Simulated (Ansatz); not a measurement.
# HfZnO3 in P4/mbm, a phase reached by a soft mode: following an unstable mode, part 2 of 3

Aim: this structure of HfZnO3 in P4/mbm, a phase reached by a soft mode is to be tested for unstable modes, and one is followed downhill.

Ansatz 0.2.0; DFT PBEsol, scalar-relativistic, plane waves, PAW; PAW set soft_1.

So far. Step 2 (Linear response at the zone centre): Before it was imposed, the acoustic sum rule was missed by 5.9e-4 eV/Å² and the charge sum rule by 0.014 e. Small misses are needed for a sound result but don't prove that mesh and cutoff are converged. The lowest optical mode is imaginary, 242.9i cm⁻¹, so the energy falls along it. Step 3 (The mode frozen in, largest atomic shift 0 Å): At this level the gap is 0.51 eV on the k-mesh of the self-consistent run, which can miss the band edges.

The structure was built from a prototype and need not be the compound's stable phase.

## Step 4: The mode frozen in, largest atomic shift 0.6 Å

The atoms are moved along the unstable eigenvector, the largest shift by 0.6 Å, with the cell fixed.

input.yaml reads:

```yaml
crystal:
  lattice:
    - [5.5496102838, 0.0, 0.0]
    - [0.0, 5.5496102838, 0.0]
    - [0.0, 0.0, 3.9296625994]
  atoms:
    - { symbol: Zn, position: [-0.0114259158, 0.5109941611, 0.0] }
    - { symbol: Zn, position: [0.4885740842, -0.0109941611, 0.0] }
    - { symbol: Hf, position: [-0.0044692405, 0.0023652069, 0.5] }
    - { symbol: Hf, position: [0.4955307595, 0.4976347931, 0.5] }
    - { symbol: O, position: [0.1613766299, 0.6435112563, 0.5] }
    - { symbol: O, position: [0.8452144605, 0.3273490869, 0.5] }
    - { symbol: O, position: [0.3452144605, 0.1726509131, 0.5] }
    - { symbol: O, position: [0.6613766299, 0.8564887437, 0.5] }
    - { symbol: O, position: [0.0899601467, -0.0599681297, 0.0] }
    - { symbol: O, position: [0.5899601467, 0.5599681297, 0.0] }
kpoints:
  mp_grid: { grid: [6, 6, 8] }
hamiltonian:
  xc: pbesol
  pseudopotentials: { kind: paw, azcp: { folder: soft_1 }, xc_functional: pbe }
scf:
  occupations: { method: gaussian, width: 0.02 }
output:
  forces: true
  stress: true
  eigenvalues: true
```

On the command line:

```
$ ansatz run input.yaml --threads 8 --pin off --max-ram 16384MiB --backend cpu --events-out ev --progress --plain --runs-dir out
```

Numbers of over 12 decimals in the logs are rounded to 6 here.

The program printed:

```text
[...]
Crystal: 10 atoms, lattice volume = 121.026 Å³
Basis set: ecut = 420 eV, 2393 PW (Γ), exchange–correlation on 80×80×54 points (8 copies of the dense FFT grid, shifted against one another)
Bands: 68, of which v1, the nominal top of the filled ones, is band 56 counted from 1 (55 counted from 0)
Symmetry: 4 space group operations
[...]
k-points: 80 of 288 (time reversal used)
[...]
k-point 0: bands = [... 52 lower, 8.9800, 9.5600, 9.9934, 10.0872, 10.8250, 13.2351, 14.2692, 15.3019, ... 5 higher]
  k-point 1: bands = [... 52 lower, 9.0887, 9.2877, 10.0214, 10.1131, 11.3829, 13.2159, 14.5905, 15.3211, ... 5 higher]
  k-point 2: bands = [... 52 lower, 8.9748, 9.5355, 10.0822, 10.1660, 12.4763, 13.3098, 15.1482, 15.1739, ... 5 higher]
  k-point 79: bands = [... 52 lower, 9.1805, 9.1805, 9.3738, 9.3738, 14.1391, 14.1391, 14.9042, 14.9042, ... 5 higher]
[key lines of the parts left out:]
SCF converged after 11 iterations
Free energy (F): -41132.498001 eV
Fermi energy:    10.508771 eV
P = ⅓ Tr σ = -5.1417 GPa (-51.417 kbar)
```

Wall time 11 s (8 threads of Arm Neoverse V2, shared host); peak memory 0.91 GiB.

Numbers from this step:

```yaml
pressure: -5.142 GPa
gap_on_the_k_mesh: 0.6327 eV
energy_from_the_undistorted_cell: -47.48 meV/atom
```

The energy, extrapolated to zero smearing, is -47.48 meV/atom against the undistorted cell.

The run ends at a pressure of -5.14 GPa, with forces up to 1.1 eV/Å.

## Step 5: Energy along the mode, all amplitudes (two of the runs are shown above)

An imaginary frequency means negative curvature, so the energy should fall and then rise again as anharmonic terms take over.

Numbers from this step:

* depth at the lowest point sampled: 47.48 meV/atom
* largest atomic shift at that point: 0.6 Å

The energy from the parent by largest atomic shift:

```csv
largest atomic shift (Å),energy from the parent (meV/atom)
0.000,0
0.040,-0.635
0.080,-2.50
0.140,-7.31
0.220,-16.4
0.320,-29.5
0.450,-43.7
0.600,-47.5
```

Displacement at unit largest shift by atom:

```csv
atom,x (Å),y (Å),z (Å),size
Zn1,-0.11,0.10,0.00,0.15
Zn2,-0.11,-0.10,0.00,0.15
Hf3,-0.04,0.02,0.00,0.05
Hf4,-0.04,-0.02,0.00,0.05
O5,0.03,-0.14,0.00,0.14
O6,0.03,-0.14,0.00,0.14
O7,0.03,0.14,0.00,0.14
O8,0.03,0.14,0.00,0.14
O9,0.83,-0.56,0.00,1.00
O10,0.83,0.56,0.00,1.00
```

The lowest of the steps tried is the last one, at 0.6 Å, 47.5 meV/atom below the parent; the bottom of the well need not coincide with a step.

## Step 6: Relaxing from the distorted cell

Starting from the lowest point found, all atoms and the cell are let go, so that strain and other modes of the same symmetry can join in.

Edit input.yaml of step 4 so:

```diff
@@ -22,3 +22,3 @@
 scf:
-  occupations: { method: gaussian, width: 0.02 }
+  occupations: { method: fixed }
 output:
@@ -27 +27,6 @@
   eigenvalues: true
+relax:
+  adjacent_minimum: "off"
+  f_tol: 0.002
+  max_steps: 120
+  cell: { stress_tol: 0.03 }
```

The program printed:

```text
[...]
Crystal: 10 atoms, lattice volume = 121.026 Å³
Basis set: ecut = 420 eV, 2393 PW (Γ), exchange–correlation on 80×80×54 points (8 copies of the dense FFT grid, shifted against one another)
Bands: 68, of which v1, the nominal top of the filled ones, is band 56 counted from 1 (55 counted from 0)
Symmetry: 4 space group operations
[...]
k-points: 80 of 288 (time reversal used)
[...]
SCF iter   1: F=—  HF=-41137.579195 eV  |F-HF|=—  |Δ(HF+E_count)|=         —  Δρ=1.09e-1  dr2=1.60e1  ethr=3.10e-3  ⟨swp⟩=4.8  Hψ=16700  notcnv=0  defer=596
[...]
SCF iter  13: F=-41132.498001 eV  HF=-41132.498001 eV  |F-HF|=8.43e-9  |Δ(HF+E_count)|=   9.98e-9  Δρ=3.46e-6  dr2=1.19e-8  ethr=8.93e-11  ⟨swp⟩=11.5  Hψ=25047  notcnv=0
SCF 1 converged in 13 iterations: F = -41132.498001 eV  dr2 = 1.19e-8
[...]
relax step   1: F+E_penalty+E_count = -41132.49800131 eV  Δ(F+E_penalty+E_count) = +0.000e0 eV  max|allowed force component| = 8.474e-1 eV/Å  Δτ_max = 0.0000 Å  P = -5.142 GPa  Ω = 121.026 Å³  (13 SCF iters, dr2 threshold 1.00e-7 eV, accepted)
Crystal: 10 atoms, lattice volume = 119.875 Å³
Basis set: ecut = 420 eV, 2381 PW (Γ), exchange–correlation on 80×80×54 points (8 copies of the dense FFT grid, shifted against one another)
[...]
iter 1 solved again at ethr=2.21e-4 eV; its pass at ethr=3.10e-3 eV (dr2=2.47e-1 eV) is discarded
[...]
SCF iter   8: F=-41132.962731 eV  HF=-41132.962731 eV  |F-HF|=1.57e-7  |Δ(HF+E_count)|=   4.72e-6  Δρ=2.61e-5  dr2=8.64e-7  ethr=8.93e-10  ⟨swp⟩=15.1  Hψ=45320  notcnv=0
SCF 2 converged in 8 iterations: F = -41132.962731 eV  dr2 = 8.64e-7
relax step   2: F+E_penalty+E_count = -41132.96273064 eV  Δ(F+E_penalty+E_count) = -4.647e-1 eV  max|allowed force component| = 7.225e-1 eV/Å  Δτ_max = 0.1575 Å  P = -0.696 GPa  Ω = 119.875 Å³  energy of the carried Pulay correction = +3.483e-3 eV  (8 SCF iters, dr2 threshold 1.00e-6 eV, accepted)
Crystal: 10 atoms, lattice volume = 118.364 Å³
Basis set: ecut = 420 eV, 2317 PW (Γ), exchange–correlation on 80×80×54 points (8 copies of the dense FFT grid, shifted against one another)
[...]
SCF iter   8: F=-41133.076849 eV  HF=-41133.076849 eV  |F-HF|=1.33e-7  |Δ(HF+E_count)|=   6.60e-7  Δρ=1.63e-5  dr2=2.15e-7  ethr=8.93e-10  ⟨swp⟩=16.1  Hψ=40955  notcnv=0
SCF 3 converged in 8 iterations: F = -41133.076849 eV  dr2 = 2.15e-7
relax step   3: F+E_penalty+E_count = -41133.07684912 eV  Δ(F+E_penalty+E_count) = -1.141e-1 eV  max|allowed force component| = 6.665e-1 eV/Å  Δτ_max = 0.0396 Å  P = +0.691 GPa  Ω = 118.364 Å³  energy of the carried Pulay correction = +8.105e-3 eV  (8 SCF iters, dr2 threshold 1.00e-6 eV, accepted)
[... from here on, the SCF cycles and remarks between the steps are left out ...]
relax step   4: F+E_penalty+E_count = -41133.17062857 eV  Δ(F+E_penalty+E_count) = -9.378e-2 eV  max|allowed force component| = 4.924e-1 eV/Å  Δτ_max = 0.0575 Å  P = +0.574 GPa  Ω = 118.111 Å³  energy of the carried Pulay correction = +8.887e-3 eV  (8 SCF iters, dr2 threshold 1.00e-6 eV, accepted)
relax step   5: F+E_penalty+E_count = -41133.26183546 eV  Δ(F+E_penalty+E_count) = -9.121e-2 eV  max|allowed force component| = 2.935e-1 eV/Å  Δτ_max = 0.1024 Å  P = +0.277 GPa  Ω = 119.533 Å³  energy of the carried Pulay correction = +4.525e-3 eV  (9 SCF iters, dr2 threshold 1.00e-6 eV, accepted)
relax step   6: F+E_penalty+E_count = -41133.29275918 eV  Δ(F+E_penalty+E_count) = -3.092e-2 eV  max|allowed force component| = 3.614e-1 eV/Å  Δτ_max = 0.1107 Å  P = +1.967 GPa  Ω = 119.517 Å³  energy of the carried Pulay correction = +4.575e-3 eV  (9 SCF iters, dr2 threshold 1.00e-6 eV, accepted)
relax step   7: F+E_penalty+E_count = -41133.30610143 eV  Δ(F+E_penalty+E_count) = -1.334e-2 eV  max|allowed force component| = 4.426e-1 eV/Å  Δτ_max = 0.0608 Å  P = -1.031 GPa  Ω = 121.796 Å³  energy of the carried Pulay correction = -2.310e-3 eV  (8 SCF iters, dr2 threshold 1.00e-6 eV, accepted)
relax step   8: F+E_penalty+E_count = -41133.31596290 eV  Δ(F+E_penalty+E_count) = -9.861e-3 eV  max|allowed force component| = 2.380e-1 eV/Å  Δτ_max = 0.0270 Å  P = -0.095 GPa  Ω = 121.460 Å³  energy of the carried Pulay correction = -1.303e-3 eV  (8 SCF iters, dr2 threshold 1.00e-6 eV, accepted)
relax step   9: F+E_penalty+E_count = -41133.32203235 eV  Δ(F+E_penalty+E_count) = -6.069e-3 eV  max|allowed force component| = 3.117e-2 eV/Å  Δτ_max = 0.0166 Å  P = +0.130 GPa  Ω = 120.949 Å³  energy of the carried Pulay correction = +2.334e-4 eV  (6 SCF iters, dr2 threshold 1.00e-6 eV, accepted)
relax step  10: F+E_penalty+E_count = -41133.32193015 eV  Δ(F+E_penalty+E_count) = +1.022e-4 eV  max|allowed force component| = 1.285e-2 eV/Å  Δτ_max = 0.0030 Å  P = -0.088 GPa  Ω = 121.056 Å³  energy of the carried Pulay correction = -8.774e-5 eV  (6 SCF iters, dr2 threshold 1.66e-7 eV, accepted)
relax step  11: F+E_penalty+E_count = -41133.32211155 eV  Δ(F+E_penalty+E_count) = -1.814e-4 eV  max|allowed force component| = 1.817e-3 eV/Å  Δτ_max = 0.0007 Å  P = +0.000 GPa  Ω = 121.005 Å³  energy of the carried Pulay correction = +6.590e-5 eV  (6 SCF iters, dr2 threshold 3.28e-8 eV, accepted)
relax step  12: F+E_penalty+E_count = -41133.37025459 eV  Δ(F+E_penalty+E_count) = -4.814e-2 eV  max|allowed force component| = 6.700e-3 eV/Å  Δτ_max = 0.0000 Å  P = +0.491 GPa  Ω = 121.005 Å³  stress off target by 1.56e0 GPa  SCF on the basis re-selected at this cell (its energy is not comparable with the rows above)  (10 SCF iters)
relax step  13: F+E_penalty+E_count = -41133.37771346 eV  Δ(F+E_penalty+E_count) = -7.459e-3 eV  max|allowed force component| = 9.018e-2 eV/Å  Δτ_max = 0.0134 Å  P = -0.141 GPa  Ω = 121.769 Å³  energy of the carried Pulay correction = -2.190e-3 eV  (7 SCF iters, dr2 threshold 1.00e-6 eV, accepted)
relax step  14: F+E_penalty+E_count = -41133.38269303 eV  Δ(F+E_penalty+E_count) = -4.980e-3 eV  max|allowed force component| = 7.088e-2 eV/Å  Δτ_max = 0.0191 Å  P = -0.472 GPa  Ω = 122.566 Å³  energy of the carried Pulay correction = -4.490e-3 eV  (7 SCF iters, dr2 threshold 1.00e-6 eV, accepted)
relax step  15: F+E_penalty+E_count = -41133.38997772 eV  Δ(F+E_penalty+E_count) = -7.285e-3 eV  max|allowed force component| = 7.873e-2 eV/Å  Δτ_max = 0.0380 Å  P = -0.296 GPa  Ω = 123.617 Å³  energy of the carried Pulay correction = -7.486e-3 eV  (8 SCF iters, dr2 threshold 1.00e-6 eV, accepted)
[...]
relax step  21: F+E_penalty+E_count = -41133.40540719 eV  Δ(F+E_penalty+E_count) = -2.467e-4 eV  max|allowed force component| = 3.453e-3 eV/Å  Δτ_max = 0.0023 Å  P = -0.014 GPa  Ω = 125.770 Å³  energy of the carried Pulay correction = -1.360e-2 eV  (5 SCF iters, dr2 threshold 7.49e-8 eV, accepted)
relax step  22: F+E_penalty+E_count = -41133.40544939 eV  Δ(F+E_penalty+E_count) = -4.220e-5 eV  max|allowed force component| = 2.388e-3 eV/Å  Δτ_max = 0.0005 Å  P = +0.003 GPa  Ω = 125.757 Å³  energy of the carried Pulay correction = -1.356e-2 eV  (6 SCF iters, dr2 threshold 7.45e-10 eV, accepted)
relax step  23: F+E_penalty+E_count = -41133.40545938 eV  Δ(F+E_penalty+E_count) = -9.992e-6 eV  max|allowed force component| = 5.297e-4 eV/Å  Δτ_max = 0.0003 Å  P = +0.000 GPa  Ω = 125.753 Å³  energy of the carried Pulay correction = -1.355e-2 eV  (6 SCF iters, dr2 threshold 3.57e-10 eV, accepted)
relax step  24: F+E_penalty+E_count = -41133.45421038 eV  Δ(F+E_penalty+E_count) = -4.875e-2 eV  max|allowed force component| = 9.351e-3 eV/Å  Δτ_max = 0.0000 Å  P = +0.491 GPa  Ω = 125.753 Å³  stress off target by 1.29e0 GPa  SCF on the basis re-selected at this cell (its energy is not comparable with the rows above)  (11 SCF iters)
relax step  25: F+E_penalty+E_count = -41133.46602187 eV  Δ(F+E_penalty+E_count) = -1.181e-2 eV  max|allowed force component| = 7.247e-2 eV/Å  Δτ_max = 0.0404 Å  P = +0.358 GPa  Ω = 127.046 Å³  energy of the carried Pulay correction = -3.824e-3 eV  (8 SCF iters, dr2 threshold 1.00e-6 eV, accepted)
relax step  26: F+E_penalty+E_count = -41133.46581264 eV  Δ(F+E_penalty+E_count) = +2.092e-4 eV  max|allowed force component| = 8.729e-2 eV/Å  Δτ_max = 0.0169 Å  P = -0.015 GPa  Ω = 128.050 Å³  energy of the carried Pulay correction = -7.018e-3 eV  (7 SCF iters, dr2 threshold 1.00e-6 eV, accepted)
relax step  27: F+E_penalty+E_count = -41133.46658586 eV  Δ(F+E_penalty+E_count) = -7.732e-4 eV  max|allowed force component| = 6.671e-2 eV/Å  Δτ_max = 0.0121 Å  P = -0.138 GPa  Ω = 127.841 Å³  energy of the carried Pulay correction = -6.339e-3 eV  (6 SCF iters, dr2 threshold 4.76e-7 eV, accepted)
relax step  28: F+E_penalty+E_count = -41133.46730059 eV  Δ(F+E_penalty+E_count) = -7.147e-4 eV  max|allowed force component| = 1.421e-2 eV/Å  Δτ_max = 0.0068 Å  P = +0.029 GPa  Ω = 127.806 Å³  energy of the carried Pulay correction = -6.237e-3 eV  (6 SCF iters, dr2 threshold 2.78e-7 eV, accepted)
relax step  29: F+E_penalty+E_count = -41133.46727233 eV  Δ(F+E_penalty+E_count) = +2.826e-5 eV  max|allowed force component| = 9.461e-3 eV/Å  Δτ_max = 0.0039 Å  P = +0.000 GPa  Ω = 127.816 Å³  energy of the carried Pulay correction = -6.265e-3 eV  (7 SCF iters, dr2 threshold 1.26e-8 eV, rejected (line search))
relax step  30: F+E_penalty+E_count = -41133.46726036 eV  Δ(F+E_penalty+E_count) = +4.022e-5 eV  max|allowed force component| = 2.116e-3 eV/Å  Δτ_max = 0.0015 Å  P = -0.008 GPa  Ω = 127.832 Å³  energy of the carried Pulay correction = -6.318e-3 eV  (10 SCF iters, accepted)
relax step  31: F+E_penalty+E_count = -41133.46726322 eV  Δ(F+E_penalty+E_count) = -2.858e-6 eV  max|allowed force component| = 4.955e-4 eV/Å  Δτ_max = 0.0003 Å  P = +0.004 GPa  Ω = 127.831 Å³  energy of the carried Pulay correction = -6.316e-3 eV  (7 SCF iters, dr2 threshold 2.80e-10 eV, accepted)
relax step  32: F+E_penalty+E_count = -41133.47643308 eV  Δ(F+E_penalty+E_count) = -9.170e-3 eV  max|allowed force component| = 1.642e-3 eV/Å  Δτ_max = 0.0000 Å  P = +0.035 GPa  Ω = 127.831 Å³  stress off target by 2.08e-1 GPa  SCF on the basis re-selected at this cell (its energy is not comparable with the rows above)  (9 SCF iters)
relax step  33: F+E_penalty+E_count = -41133.47613849 eV  Δ(F+E_penalty+E_count) = +2.946e-4 eV  max|allowed force component| = 1.026e-2 eV/Å  Δτ_max = 0.0053 Å  P = -0.026 GPa  Ω = 128.086 Å³  energy of the carried Pulay correction = -7.141e-4 eV  (7 SCF iters, dr2 threshold 1.08e-7 eV, accepted)
relax step  34: F+E_penalty+E_count = -41133.47616798 eV  Δ(F+E_penalty+E_count) = -2.949e-5 eV  max|allowed force component| = 6.998e-3 eV/Å  Δτ_max = 0.0017 Å  P = +0.020 GPa  Ω = 128.081 Å³  energy of the carried Pulay correction = -6.972e-4 eV  (6 SCF iters, dr2 threshold 6.58e-9 eV, accepted)
relax step  35: F+E_penalty+E_count = -41133.47619719 eV  Δ(F+E_penalty+E_count) = -2.921e-5 eV  max|allowed force component| = 1.512e-3 eV/Å  Δτ_max = 0.0007 Å  P = +0.007 GPa  Ω = 128.074 Å³  energy of the carried Pulay correction = -6.790e-4 eV  (6 SCF iters, dr2 threshold 3.06e-9 eV, accepted)
[...]
SCF iter   6: F=-41133.477016 eV  HF=-41133.477016 eV  |F-HF|=2.33e-10  |Δ(HF+E_count)|=  1.09e-10  Δρ=2.40e-7  dr2=2.12e-11  ethr=1.00e-12  ⟨swp⟩=11.4  Hψ=29270  notcnv=0
SCF 36 converged in 6 iterations: F = -41133.477016 eV  dr2 = 2.12e-11
relax step  36: F+E_penalty+E_count = -41133.47701625 eV  Δ(F+E_penalty+E_count) = -8.191e-4 eV  max|allowed force component| = 1.452e-3 eV/Å  Δτ_max = 0.0000 Å  P = +0.007 GPa  Ω = 128.074 Å³  stress off target by 2.20e-2 GPa  SCF on the basis re-selected at this cell (its energy is not comparable with the rows above)  (6 SCF iters)
[...]
SCF converged after 6 iterations
Free energy (F): -41133.477016 eV
[...]
Internal energy: -41133.477016 eV  (E = F + TS)
E sigma→0 (E₀):  -41133.477016 eV
Fermi energy:    9.349921 eV
[...]
--- Forces (eV/Å), atoms counted from 1 ---
  atom   1  Zn    -0.00050050     0.00026635     0.00000000
  atom   2  Zn    -0.00050050    -0.00026635     0.00000000
  atom   3  Hf    -0.00022867    -0.00008372     0.00000000
  atom   4  Hf    -0.00022867     0.00008372     0.00000000
  atom   5  O      0.00073258    -0.00145171     0.00000000
  atom   6  O      0.00026772     0.00045280     0.00000000
  atom   7  O      0.00026772    -0.00045280     0.00000000
  atom   8  O      0.00073258     0.00145171     0.00000000
  atom   9  O     -0.00027084     0.00124061     0.00000000
  atom  10  O     -0.00027084    -0.00124061     0.00000000
  max |Σ_I F_I| component: 5.84e-7 eV/Å
--- Stress (GPa, compression-positive) ---
        0.001360       0.000000       0.000000
        0.000000       0.021988       0.000000
        0.000000       0.000000      -0.001309
  P = ⅓ Tr σ = 0.0073 GPa (0.073 kbar)
--- Band table (eV; the first three rows and the last of 80) ---
  k-point 0: bands = [... 52 lower, 8.3293, 8.3768, 8.6896, 9.3214, 11.0606, 13.4982, 14.3652, 14.3773, ... 8 higher]
  k-point 1: bands = [... 52 lower, 8.2584, 8.4197, 8.7094, 9.3260, 11.6698, 13.7109, 14.2610, 14.3869, ... 8 higher]
  k-point 2: bands = [... 52 lower, 8.2255, 8.2437, 8.7510, 9.3354, 12.9536, 13.8842, 14.0757, 14.1047, ... 8 higher]
  k-point 79: bands = [... 52 lower, 7.7177, 7.7177, 8.5774, 8.5774, 13.6308, 13.6308, 14.3441, 14.3441, ... 8 higher]
--- Relaxed structure (32 steps of the walk, 30 accepted, 4 SCFs on fresh bases) ---
  F+E_penalty+E_count = -41133.47701625 eV   max|allowed force component| = 1.452e-3 eV/Å   (the final SCF, on the basis selected at the relaxed cell)
  cell:  # Å, volume = 128.0741 Å³
    - [5.264495, 0.0, 0.0]
    - [0.0, 6.926221, 0.0]
    - [0.0, 0.0, 3.512436]
  atoms:
    - { symbol: Zn, position: [-0.00415266, 0.619584, 0.0] }
    - { symbol: Zn, position: [0.495847, -0.119584, 0.0] }
    - { symbol: Hf, position: [-0.00106084, 0.051631, 0.5] }
    - { symbol: Hf, position: [0.498939, 0.448369, 0.5] }
    - { symbol: O, position: [0.159668, 0.608635, 0.5] }
    - { symbol: O, position: [0.816236, 0.290956, 0.5] }
    - { symbol: O, position: [0.316236, 0.209044, 0.5] }
    - { symbol: O, position: [0.659668, 0.891365, 0.5] }
    - { symbol: O, position: [0.109966, -0.072668, 0.0] }
    - { symbol: O, position: [0.609966, 0.572668, 0.0] }
```

Run time: 6.4 min. Hardware: 8 threads; peak memory 1 GiB.

The steps of the relaxation (22 of 36):

```csv
step,energy less that of the first step (eV),largest force component (eV/Å),pressure (GPa),volume (Å³)
1,0.0000,0.8474,-5.14,121.03
3,-0.5788,0.6665,0.69,118.36
4,-0.6726,0.4924,0.57,118.11
6,-0.7948,0.3614,1.97,119.52
8,-0.8180,0.2380,-0.10,121.46
9,-0.8240,0.0312,0.13,120.95
11,-0.8241,0.0018,0.00,121.00
13,-0.8797,0.0902,-0.14,121.77
14,-0.8847,0.0709,-0.47,122.57
16,-0.8987,0.1847,0.09,125.54
18,-0.8995,0.4364,0.29,125.81
19,-0.9074,0.0732,0.06,125.70
21,-0.9074,0.0035,-0.01,125.77
23,-0.9075,0.0005,0.00,125.75
24*,-0.9562,0.0094,0.49,125.75
26,-0.9678,0.0873,-0.02,128.05
28,-0.9693,0.0142,0.03,127.81
29,-0.9693,0.0095,0.00,127.82
31,-0.9693,0.0005,0.00,127.83
33,-0.9781,0.0103,-0.03,128.09
34,-0.9782,0.0070,0.02,128.08
36*,-0.9790,0.0015,0.01,128.07
```

Relaxation steps marked * repeat the geometry before them on a plane-wave basis chosen anew for their cell, so energy and pressure can jump there. Other such steps can lie between the rows shown. Relaxation steps 18, 29 were tried and not accepted.

The run keeps the 4 symmetry operations that it works with, so distortions that break them were not tested.

```csv
cell as run,before,after,change
a (Å),5.550,5.264,-5.1 %
b (Å),5.550,6.926,+24.8 %
c (Å),3.930,3.512,-10.6 %
volume (Å³/atom),12.10,12.81,+5.8 %
```

The atoms that moved most (Å, as changes of fractional coordinates times the final cell):

```csv
atom,dx,dy,dz,length
Zn1,0.038,0.752,0.000,0.753
Zn2,0.038,-0.752,0.000,0.753
Hf4,0.018,-0.341,0.000,0.342
Hf3,0.018,0.341,0.000,0.342
O6,-0.153,-0.252,0.000,0.295
O7,-0.153,0.252,0.000,0.295
O8,-0.009,0.242,0.000,0.242
O5,-0.009,-0.242,0.000,0.242
```

Numbers from this step:

| Property | Result |
| --- | --- |
| pressure | 0.007346 GPa |
| gap on the k-mesh | 1.711 eV |
| volume per atom | 12.81 Å³ |

The distorted start has space group Pmc2_1; the relaxation ends in Pmc2_1.

(Part 2 of 3 ends here.)

[Logs are printed without paths, hosts, clocks, repeated set-up lines and the standing remarks that a program may print on its own settings, such as how far it seeks lower states.]

[Hosts, paths, dates, database ids (printed as entryN), source tags and the programs' standing remarks are cut or masked in the printed files.]
